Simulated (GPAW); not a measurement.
# Ballistic transport through N2 in line between two C chains, cheap and dear

Aim: T(E), conductance and thermopower of N2 in line between two C chains, and what cheaper settings cost in accuracy.

Program: GPAW 26.7.0. Level of theory: GPAW LCAO, PAW setups; Landauer transmission from Green's functions with principal layers (ASE), zero bias. Results are calculated unless marked as measured.

Report form: the programs' logs are mostly left out.

## (1) Starting point

The cell holds 14 atoms: 12 C and 2 N. Cell: a = 9.000 Å, b = 9.000 Å, c = 17.732 Å, α = 90.0°, β = 90.0°, γ = 90.0°. Regions: left lead, 6 atoms (6 C); channel, 2 atoms (2 N); right lead, 6 atoms (6 C). Vacuum lies along a and b. The structure is stacked along c, and the current runs across the ab planes.

## (2) GPAW, dzp

The script solves lead and junction separately, takes H and S in the orbital basis, and joins semi-infinite leads through their self-energies; the dzp basis is the working standard.

run.py reads:

```python
import json
import numpy as np
from ase import Atoms
from ase.transport.calculators import TransportCalculator
from gpaw import GPAW, FermiDirac
from gpaw.lcao.tools import get_lcao_hamiltonian
from scipy.linalg import eigh

# The junction with lead layers at both ends, along the third cell vector
device = Atoms(
    ['C', 'C', 'C', 'C', 'C', 'C', 'N', 'N', 'C', 'C', 'C', 'C', 'C', 'C'],
    positions=[
        [4.50000, 4.50000, 0.64000],
        [4.50000, 4.50000, 1.92000],
        [4.50000, 4.50000, 3.20000],
        [4.50000, 4.50000, 4.48000],
        [4.50000, 4.50000, 5.76000],
        [4.50000, 4.50000, 7.04000],
        [4.50000, 4.50000, 8.29590],
        [4.50000, 4.50000, 9.43590],
        [4.50000, 4.50000, 10.69180],
        [4.50000, 4.50000, 11.97180],
        [4.50000, 4.50000, 13.25180],
        [4.50000, 4.50000, 14.53180],
        [4.50000, 4.50000, 15.81180],
        [4.50000, 4.50000, 17.09180]],
    cell=[[9.0, 0.0, 0.0], [0.0, 9.0, 0.0], [0.0, 0.0, 17.7318]],
    pbc=True)

# One principal layer of the lead: the first 4 atoms of the device
lead = Atoms(
    ['C', 'C', 'C', 'C'],
    positions=[
        [4.50000, 4.50000, 0.64000],
        [4.50000, 4.50000, 1.92000],
        [4.50000, 4.50000, 3.20000],
        [4.50000, 4.50000, 4.48000]],
    cell=[[9.0, 0.0, 0.0], [0.0, 9.0, 0.0], [0.0, 0.0, 5.12]],
    pbc=True)

settings = dict(mode='lcao', basis='dzp', xc='PBE', h=0.18,
                occupations=FermiDirac(0.1), maxiter=250,
                mixer=dict(beta=0.1, nmaxold=8, weight=100.0),
                convergence=dict(density=0.0001))
energies = np.arange(-2, 2 + 1e-9, 0.05)
eta = 0.0001
n1, n2 = 1, 1
# k and -k transmit alike, so half of the mesh across the current serves
mesh = [(i, j) for i in range(n1) for j in range(n2) if (i, j) <= (-i % n1, -j % n2)]
weights = np.array([1 if (i, j) == (-i % n1, -j % n2) else 2 for i, j in mesh]) / (n1 * n2)


def ground_state(atoms, size, txt):
    atoms.calc = GPAW(kpts={'size': size, 'gamma': True}, symmetry={'tolerance': 1e-3}, txt=txt, **settings)
    atoms.get_potential_energy()
    return atoms.calc.get_fermi_level()


def blocks(atoms, fermi, points, nz, cells):
    """H - E_F S and S between cell 0 and the cells above it, at each point across the current."""
    kz = np.arange(nz) / nz
    calc = atoms.calc.fixed_density(kpts=[(*k, z) for k in points for z in kz], symmetry='off', txt=None)
    H, S = get_lcao_hamiltonian(calc)
    H = (H - fermi * S).reshape(len(H), len(points), nz, *S.shape[1:])
    S = S.reshape(H.shape[1:])
    phases = [np.exp(-2j * np.pi * kz * R) / nz for R in cells]
    return [(np.einsum('skzij,z->ksij', H, p), np.einsum('kzij,z->kij', S, p)) for p in phases]


def pair(a, b):
    return np.block([[a, b], [b.T.conj(), a]])


def count_channels(h, s, cells, nk=240):
    """Half the number of times that the lead's bands cross each energy, unfolded to its shortest repeat."""
    b = len(h) // cells
    bands = []
    for k in (np.arange(nk + 1) + 0.5) / nk:
        hk, sk = h[:b, :b].copy(), s[:b, :b].copy()
        for R in range(1, cells):
            phase, block = np.exp(2j * np.pi * k * R), slice(R * b, (R + 1) * b)
            hk += h[:b, block] * phase + (h[:b, block] * phase).T.conj()
            sk += s[:b, block] * phase + (s[:b, block] * phase).T.conj()
        bands.append(eigh(hk, sk, eigvals_only=True))
    below = np.array(bands)[:, :, None] < energies
    return (below[1:] != below[:-1]).sum((0, 1)) / 2


fermi_lead = ground_state(lead, (1, 1, 22), 'lead.txt')
fermi_device = ground_state(device, (1, 1, 4), 'device.txt')
T, channels, eigen, tail, misfit, shifts = [], [], [], 0.0, 0.0, []
for first in range(0, len(mesh), 566):
    points = [(i / n1, j / n2) for i, j in mesh[first:first + 566]]
    (H0k, S0k), (H1k, S1k), (H2k, _) = blocks(lead, fermi_lead, points, 5, range(3))
    [(Hk, Sk)] = blocks(device, fermi_device, points, 2, [0])
    tail = max(tail, abs(H2k).max())
    for H0, S0, H1, S1, H, S in zip(H0k, S0k, H1k, S1k, Hk, Sk):
        n = len(S0)
        # Shift the lead onto the potential of the device's first layer
        shift = ((H[:, 0, 0] - H0[:, 0, 0]) / S0[0, 0]).real.mean()
        shifts.append(shift)
        misfit = max(misfit, abs(H[:, :n, :n] - H0 - shift * S0).max())
        Tk, Ck, Ek = [], [], []
        for s in range(len(H)):
            t = s % len(H0)  # a lead without moments serves both spins
            h1, s1 = pair(H0[t] + shift * S0, H1[t] + shift * S1), pair(S0, S1)
            leads = dict(h1=h1, s1=s1, energies=energies, eta=eta, eta1=eta, eta2=eta)
            calc = TransportCalculator(h=H[s], s=S, eigenchannels=3, **leads)
            Tk.append(calc.get_transmission())
            Ek.append(np.sort(calc.eigenchannels_ne, axis=0)[::-1])
            Ck.append(count_channels(h1, s1, 8))
        T.append(Tk)
        channels.append(Ck)
        eigen.append(Ek)
T, channels = np.array(T), np.array(channels)
mean, open_channels = np.einsum('kse,k->se', T, weights), np.einsum('kse,k->se', channels, weights)

print(f'basis functions: device {len(S)}, principal layer {n}')
print(f'Fermi level: lead {fermi_lead:.4f} eV, device {fermi_device:.4f} eV; lead shifted by {np.mean(shifts):.4f} eV')
print(f'largest coupling past the next layer {tail:.2e} eV, largest misfit of the first layer {misfit:.3f} eV')
print('  E-E_F (eV)   ' + 'T (one spin)  channels')
for e, t, c in zip(energies, mean.T, open_channels.T):
    print(f'{e:10.3f}  ', *[f'{x:11.4e}' for x in t], *[f'{x:9.4f}' for x in c])

kT = 8.617333e-5 * 500
fine = np.linspace(energies[0], energies[-1], 4001)
both = np.exp(np.interp(fine, energies, np.log(np.maximum(mean.sum(0) * 2 / len(mean), 1e-30))))
fermi = lambda mu: 1 / (1 + np.exp(np.clip((fine - mu) / kT, -200, 200)))
slope = fermi(0) * (1 - fermi(0)) / kT
G = np.trapezoid(both * slope, fine) / 2
seebeck = -np.trapezoid(both * slope * fine, fine) / (2 * G * 500) * 1e6
print(f'conductance at 500 K: {G:.5g} G0 a cell; thermopower {seebeck:.4g} uV/K')
bias = [0.1, 0.2, 0.5, 1.0, 1.5, 2.0]
current = [38.74 * np.trapezoid(both * (fermi(V / 2) - fermi(-V / 2)), fine) for V in bias]
for V, I in zip(bias, current):
    print(f'current from the zero-bias T(E) at {V} V: {I:.5g} uA')
zero = abs(energies).argmin()
json.dump(dict(energies=energies.tolist(), T=mean.tolist(), channels=open_channels.tolist(), G=G, seebeck=seebeck,
               bias=bias, current=current, tail=tail, misfit=misfit, shift=np.mean(shifts), n_device=len(S), n_lead=n,
               fermi=[fermi_lead, fermi_device], energy=device.get_potential_energy(),
               moments=device.get_magnetic_moments().tolist(), mesh=mesh, weights=weights.tolist(),
               T_k=T[:, :, zero].tolist(), eigen=np.array(eigen[0]).tolist()), open('result.json', 'w'))
```

Command:

```sh
$ OMP_NUM_THREADS=1 OPENBLAS_NUM_THREADS=1 python run.py
```

Wall time 59 s (1 thread of Arm Neoverse N1, shared host); peak memory 0.82 GiB.

This step gave:

```
conductance                                             : 1.963 G₀
largest coupling past the next principal layer          : 1.00e-4 eV
largest misfit of the first principal layer             : 0.1110 eV
shift that aligns the lead                              : -0.03466 eV
basis functions of the junction                         : 182
basis functions of a principal layer                    : 52
transmission at the Fermi level (one spin)              : 1.963
open channels of the lead at the Fermi level (one spin) : 2
```

One spin. The transmission, zone mean by energy, zero at the Fermi level:

| energy (eV) | transmission, zone mean |
| --- | --- |
| -2.00 | 1.99 |
| -1.85 | 1.99 |
| -1.70 | 1.99 |
| -1.60 | 1.99 |
| -1.45 | 1.99 |
| -1.30 | 1.98 |
| -1.15 | 1.98 |
| -1.05 | 1.98 |
| -0.90 | 1.98 |
| -0.75 | 1.98 |
| -0.60 | 1.98 |
| -0.50 | 1.97 |
| -0.35 | 1.97 |
| -0.20 | 1.97 |
| -0.05 | 1.96 |
| 0.00 | 1.96 |
| 0.05 | 1.96 |
| 0.20 | 1.96 |
| 0.35 | 1.95 |
| 0.50 | 1.95 |
| 0.60 | 1.94 |
| 0.75 | 1.94 |
| 0.90 | 1.93 |
| 1.05 | 1.92 |
| 1.15 | 1.92 |
| 1.30 | 1.91 |
| 1.45 | 1.90 |
| 1.60 | 1.90 |
| 1.70 | 1.89 |
| 1.85 | 1.88 |
| 2.00 | 1.87 |

Crossings of the lead's bands, unfolded to its shortest repeat. The open channels, zone mean stays at 2 for energy from -2 to 2 eV.

Not self-consistent under bias; the bias window is split evenly. Table of current through one cell, from the zero-bias transmission by bias:

| bias (V) | current through one cell, from the zero-bias transmission (μA) |
| --- | --- |
| 0.100 | 15.2 |
| 0.200 | 30.4 |
| 0.500 | 76.1 |
| 1.000 | 152 |
| 1.500 | 228 |
| 2.000 | 304 |

Table of transmission of the three most open eigenchannels by energy, zero at the Fermi level:

| energy (eV) | channel 1 = channel 2 | channel 3 |
| --- | --- | --- |
| -2.00 | 0.995 | 0 |
| -1.85 | 0.994 | 0 |
| -1.70 | 0.994 | 0 |
| -1.60 | 0.993 | 0 |
| -1.45 | 0.993 | 0 |
| -1.30 | 0.992 | 0 |
| -1.15 | 0.992 | 0 |
| -1.05 | 0.991 | 0 |
| -0.90 | 0.990 | 0 |
| -0.75 | 0.989 | 0 |
| -0.60 | 0.988 | 0 |
| -0.50 | 0.987 | 0 |
| -0.35 | 0.986 | 0 |
| -0.20 | 0.984 | 0 |
| -0.05 | 0.982 | 0 |
| 0.00 | 0.982 | 0 |
| 0.05 | 0.981 | 0 |
| 0.20 | 0.979 | 0 |
| 0.35 | 0.976 | 0 |
| 0.50 | 0.974 | 0 |
| 0.60 | 0.972 | 0 |
| 0.75 | 0.969 | 0 |
| 0.90 | 0.966 | 0 |
| 1.05 | 0.962 | 0 |
| 1.15 | 0.960 | 0 |
| 1.30 | 0.956 | 0 |
| 1.45 | 0.952 | 0 |
| 1.60 | 0.949 | 0 |
| 1.70 | 0.946 | 0 |
| 1.85 | 0.941 | 0 |
| 2.00 | 0.937 | 0 |

Couplings past the next layer reach 1.0e-4 eV, small enough to drop; the matrix elements of the cell's first layer differ from the bulk lead's by up to 0.11 eV. That layer keeps its own values in the calculation, and only beyond it is the lead taken as perfect. The Fermi levels of lead and junction count from different zeros of potential, one for each periodic cell; with both set to zero, the small remaining shift is what aligns them. By hand: G = 1.963 × 77.48 μS = 152 μS, a resistance of 6.57 kΩ; at 0.1 V a linear junction would pass 15.2 μA, and the integral over the bias window gives 15.2 μA.

## (3) Single-zeta polarised basis

One radial function a shell plus polarisation makes the matrices smaller; the question is what that costs.

run.py: that of step 2 with these lines changed.

```diff
@@ -40,3 +40,3 @@
 
-settings = dict(mode='lcao', basis='dzp', xc='PBE', h=0.18,
+settings = dict(mode='lcao', basis='szp(dzp)', xc='PBE', h=0.18,
                 occupations=FermiDirac(0.1), maxiter=250,
```

The job ended after 46 s (1 thread; peak memory 0.81 GiB).

This step gave:

```
conductance                                    : 1.954 G₀
largest coupling past the next principal layer : 1.01e-4 eV
largest misfit of the first principal layer    : 0.1006 eV
shift that aligns the lead                     : -0.02123 eV
basis functions of the junction                : 126
basis functions of a principal layer           : 36
transmission at the Fermi level (one spin)     : 1.954
```

One spin. Table of transmission, zone mean by energy, zero at the Fermi level:

| energy (eV) | transmission, zone mean |
| --- | --- |
| -2.00 | 1.98 |
| -1.90 | 1.98 |
| -1.80 | 1.98 |
| -1.70 | 1.98 |
| -1.55 | 1.98 |
| -1.45 | 1.98 |
| -1.35 | 1.98 |
| -1.25 | 1.98 |
| -1.15 | 1.97 |
| -1.05 | 1.97 |
| -0.90 | 1.97 |
| -0.80 | 1.97 |
| -0.70 | 1.97 |
| -0.60 | 1.97 |
| -0.50 | 1.97 |
| -0.40 | 1.96 |
| -0.25 | 1.96 |
| -0.15 | 1.96 |
| -0.05 | 1.96 |
| 0.00 | 1.95 |
| 0.05 | 1.95 |
| 0.15 | 1.95 |
| 0.25 | 1.94 |
| 0.40 | 1.94 |
| 0.50 | 1.93 |
| 0.60 | 1.93 |
| 0.70 | 1.93 |
| 0.80 | 1.92 |
| 0.90 | 1.92 |
| 1.05 | 1.91 |
| 1.15 | 1.90 |
| 1.25 | 1.90 |
| 1.35 | 1.89 |
| 1.45 | 1.88 |
| 1.55 | 1.88 |
| 1.70 | 1.87 |
| 1.80 | 1.86 |
| 1.90 | 1.85 |
| 2.00 | 1.84 |

Crossings of the lead's bands, unfolded to its shortest repeat. The open channels, zone mean stays at 2 for energy from -2 to 2 eV.

Not self-consistent under bias; the bias window is split evenly. The current through one cell, from the zero-bias transmission by bias:

| bias (V) | current through one cell, from the zero-bias transmission (μA) |
| --- | --- |
| 0.100 | 15.1 |
| 0.200 | 30.3 |
| 0.500 | 75.7 |
| 1.000 | 151 |
| 1.500 | 227 |
| 2.000 | 302 |

The transmission of the three most open eigenchannels by energy, zero at the Fermi level:

| energy (eV) | channel 1 = channel 2 | channel 3 |
| --- | --- | --- |
| -2.00 | 0.989 | 0 |
| -1.85 | 0.989 | 0 |
| -1.70 | 0.989 | 0 |
| -1.60 | 0.988 | 0 |
| -1.45 | 0.988 | 0 |
| -1.30 | 0.988 | 0 |
| -1.15 | 0.987 | 0 |
| -1.05 | 0.987 | 0 |
| -0.90 | 0.986 | 0 |
| -0.75 | 0.985 | 0 |
| -0.60 | 0.984 | 0 |
| -0.50 | 0.983 | 0 |
| -0.35 | 0.982 | 0 |
| -0.20 | 0.980 | 0 |
| -0.05 | 0.978 | 0 |
| 0.00 | 0.977 | 0 |
| 0.05 | 0.976 | 0 |
| 0.20 | 0.973 | 0 |
| 0.35 | 0.971 | 0 |
| 0.50 | 0.967 | 0 |
| 0.60 | 0.965 | 0 |
| 0.75 | 0.961 | 0 |
| 0.90 | 0.958 | 0 |
| 1.05 | 0.954 | 0 |
| 1.15 | 0.951 | 0 |
| 1.30 | 0.946 | 0 |
| 1.45 | 0.942 | 0 |
| 1.60 | 0.937 | 0 |
| 1.70 | 0.933 | 0 |
| 1.85 | 0.928 | 0 |
| 2.00 | 0.922 | 0 |

The conductance, 1.95 G₀, lies 0.5 % below that of the dzp run.

## (4) Minimal basis

The minimal basis is the cheapest rung: no second zeta and no polarisation.

run.py: that of step 3 with these lines changed.

```diff
@@ -40,3 +40,3 @@
 
-settings = dict(mode='lcao', basis='szp(dzp)', xc='PBE', h=0.18,
+settings = dict(mode='lcao', basis='sz(dzp)', xc='PBE', h=0.18,
                 occupations=FermiDirac(0.1), maxiter=250,
```

Wall time 33 s (1 thread); peak memory 0.76 GiB.

This step gave:

```
conductance                                 : 1.961 G₀
largest misfit of the first principal layer : 0.09810 eV
shift that aligns the lead                  : -0.02433 eV
basis functions of the junction             : 56
basis functions of a principal layer        : 16
transmission at the Fermi level (one spin)  : 1.961
```

One spin. Transmission, zone mean against energy, zero at the Fermi level:

energy (eV), transmission, zone mean and a bar from the least value:
```
   -2.000       1.98 ##############################
   -1.800       1.98 ##############################
   -1.600       1.98 ##############################
   -1.400       1.98 ##############################
   -1.200       1.98 #############################
   -1.000       1.98 #############################
   -0.800       1.98 #############################
   -0.600       1.98 ############################
   -0.400       1.97 ###########################
   -0.200       1.97 ##########################
    0.000       1.96 #########################
    0.200       1.95 #######################
    0.400       1.95 #####################
    0.600       1.94 ###################
    0.800       1.93 #################
    1.000       1.92 ###############
    1.200       1.91 ############
    1.400       1.90 ##########
    1.600       1.88 #######
    1.800       1.87 ###
    2.000       1.85
```

The conductance equals that of the dzp run to 0.2 %.

## (5) RPBE in the dzp basis: xc = "RPBE"

Back in the dzp basis, the functional changes from PBE to RPBE, to set the spread between functionals beside that between bases.

run.py: that of step 4 with these lines changed.

```diff
@@ -40,3 +40,3 @@
 
-settings = dict(mode='lcao', basis='sz(dzp)', xc='PBE', h=0.18,
+settings = dict(mode='lcao', basis='dzp', xc='RPBE', h=0.18,
                 occupations=FermiDirac(0.1), maxiter=250,
```

It took 56 s on 1 thread; peak memory 0.82 GiB.

Numbers from this step:

* conductance: 1.963 G₀
* largest coupling past the next principal layer: 1.00e-4 eV
* largest misfit of the first principal layer: 0.1132 eV
* shift that aligns the lead: -0.03487 eV
* basis functions of the junction: 182
* basis functions of a principal layer: 52
* transmission at the Fermi level (one spin): 1.963

The conductance equals that of the dzp run to 0.2 %.

## (6) All levels side by side

Times are for 1 thread of Arm Neoverse N1, shared host. Results by setting:

| no. | run | conductance (G₀) | time | memory (GiB) |
| --- | --- | --- | --- | --- |
| 1 | dzp | 1.963 | 59 s | 0.82 |
| 2 | szp | 1.954 | 46 s | 0.81 |
| 3 | sz | 1.961 | 33 s | 0.76 |
| 4 | dzp RPBE | 1.963 | 56 s | 0.82 |

## (7) The levels side by side

The curves are compared point by point over the common energies.

This step: comparison of transmission and cost over codes and levels (GPAW 26.7.0).

Ladder, by row:

| step | code | T at the Fermi level (sum over the listed spins) | conductance (G0) | r.m.s. T(E) from the first | wall time (s) | peak memory (GiB) | threads |
| --- | --- | --- | --- | --- | --- | --- | --- |
| dzp | GPAW | 1.963 | 1.963 | 0 | 58.93 | 0.82 | 1 |
| szp | GPAW | 1.954 | 1.954 | 0.0147 | 46.43 | 0.81 | 1 |
| sz | GPAW | 1.961 | 1.961 | 0.007765 | 32.65 | 0.76 | 1 |
| dzp-RPBE | GPAW | 1.963 | 1.963 | 4.75e-4 | 56.41 | 0.82 | 1 |

Table of transmission, zone mean, sum over the listed spins by energy, zero at the Fermi level:

| energy (eV) | dzp = dzp-RPBE | szp | sz |
| --- | --- | --- | --- |
| -2.00 | 1.99 | 1.98 | 1.98 |
| -1.90 | 1.99 | 1.98 | 1.98 |
| -1.80 | 1.99 | 1.98 | 1.98 |
| -1.70 | 1.99 | 1.98 | 1.98 |
| -1.55 | 1.99 | 1.98 | 1.98 |
| -1.45 | 1.99 | 1.98 | 1.98 |
| -1.35 | 1.98 | 1.98 | 1.98 |
| -1.25 | 1.98 | 1.98 | 1.98 |
| -1.15 | 1.98 | 1.97 | 1.98 |
| -1.05 | 1.98 | 1.97 | 1.98 |
| -0.90 | 1.98 | 1.97 | 1.98 |
| -0.80 | 1.98 | 1.97 | 1.98 |
| -0.70 | 1.98 | 1.97 | 1.98 |
| -0.60 | 1.98 | 1.97 | 1.98 |
| -0.50 | 1.97 | 1.97 | 1.97 |
| -0.40 | 1.97 | 1.96 | 1.97 |
| -0.25 | 1.97 | 1.96 | 1.97 |
| -0.15 | 1.97 | 1.96 | 1.97 |
| -0.05 | 1.96 | 1.96 | 1.96 |
| 0.00 | 1.96 | 1.95 | 1.96 |
| 0.05 | 1.96 | 1.95 | 1.96 |
| 0.15 | 1.96 | 1.95 | 1.96 |
| 0.25 | 1.96 | 1.94 | 1.95 |
| 0.40 | 1.95 | 1.94 | 1.95 |
| 0.50 | 1.95 | 1.93 | 1.94 |
| 0.60 | 1.94 | 1.93 | 1.94 |
| 0.70 | 1.94 | 1.93 | 1.93 |
| 0.80 | 1.94 | 1.92 | 1.93 |
| 0.90 | 1.93 | 1.92 | 1.92 |
| 1.05 | 1.92 | 1.91 | 1.92 |
| 1.15 | 1.92 | 1.90 | 1.91 |
| 1.25 | 1.92 | 1.90 | 1.90 |
| 1.35 | 1.91 | 1.89 | 1.90 |
| 1.45 | 1.90 | 1.88 | 1.89 |
| 1.55 | 1.90 | 1.88 | 1.89 |
| 1.70 | 1.89 | 1.87 | 1.88 |
| 1.80 | 1.89 | 1.86 | 1.87 |
| 1.90 | 1.88 | 1.85 | 1.86 |
| 2.00 | 1.87 | 1.84 | 1.85 |

## (8) Density threshold 0.01

The Hamiltonian is taken from the last density. The density threshold is one of the tests that end the cycle; the energy must settle too, so a loose value may not be the test that decides.

This step: GPAW LCAO, PAW setups; Landauer transmission from Green's functions with principal layers (ASE), zero bias (GPAW 26.7.0).

run.py: that of step 5 with these lines changed.

```diff
@@ -40,6 +40,6 @@
 
-settings = dict(mode='lcao', basis='dzp', xc='RPBE', h=0.18,
+settings = dict(mode='lcao', basis='dzp', xc='PBE', h=0.18,
                 occupations=FermiDirac(0.1), maxiter=250,
                 mixer=dict(beta=0.1, nmaxold=8, weight=100.0),
-                convergence=dict(density=0.0001))
+                convergence=dict(density=0.01))
 energies = np.arange(-2, 2 + 1e-9, 0.05)
```

Elapsed: 46 s, on 1 thread; peak memory 0.82 GiB.

The run finished with changed settings (conv = 0.01); it serves as a test.

Side by side:

| quantity | this run | sound run | difference |
| --- | --- | --- | --- |
| conductance (G₀) | 1.9636 | 1.9634 | 2.0e-4 |
| largest coupling past the next principal layer (eV) | 1.004e-4 | 1.004e-4 | -7.1e-11 |
| largest misfit of the first principal layer (eV) | 0.088973 | 0.11101 | -0.0220 |
| shift that aligns the lead (eV) | -0.055230 | -0.034656 | -0.0206 |
| transmission at the Fermi level (one spin) | 1.9637 | 1.9635 | 2.1e-4 |

(Part 1 of 2 ends here.)

[Logs are printed without paths, hosts, clocks, repeated set-up lines and the standing remarks that a program may print on its own settings, such as how far it seeks lower states.]

[Hosts, paths, dates, database ids (printed as entryN), source tags and the programs' standing remarks are cut or masked in the printed files.]
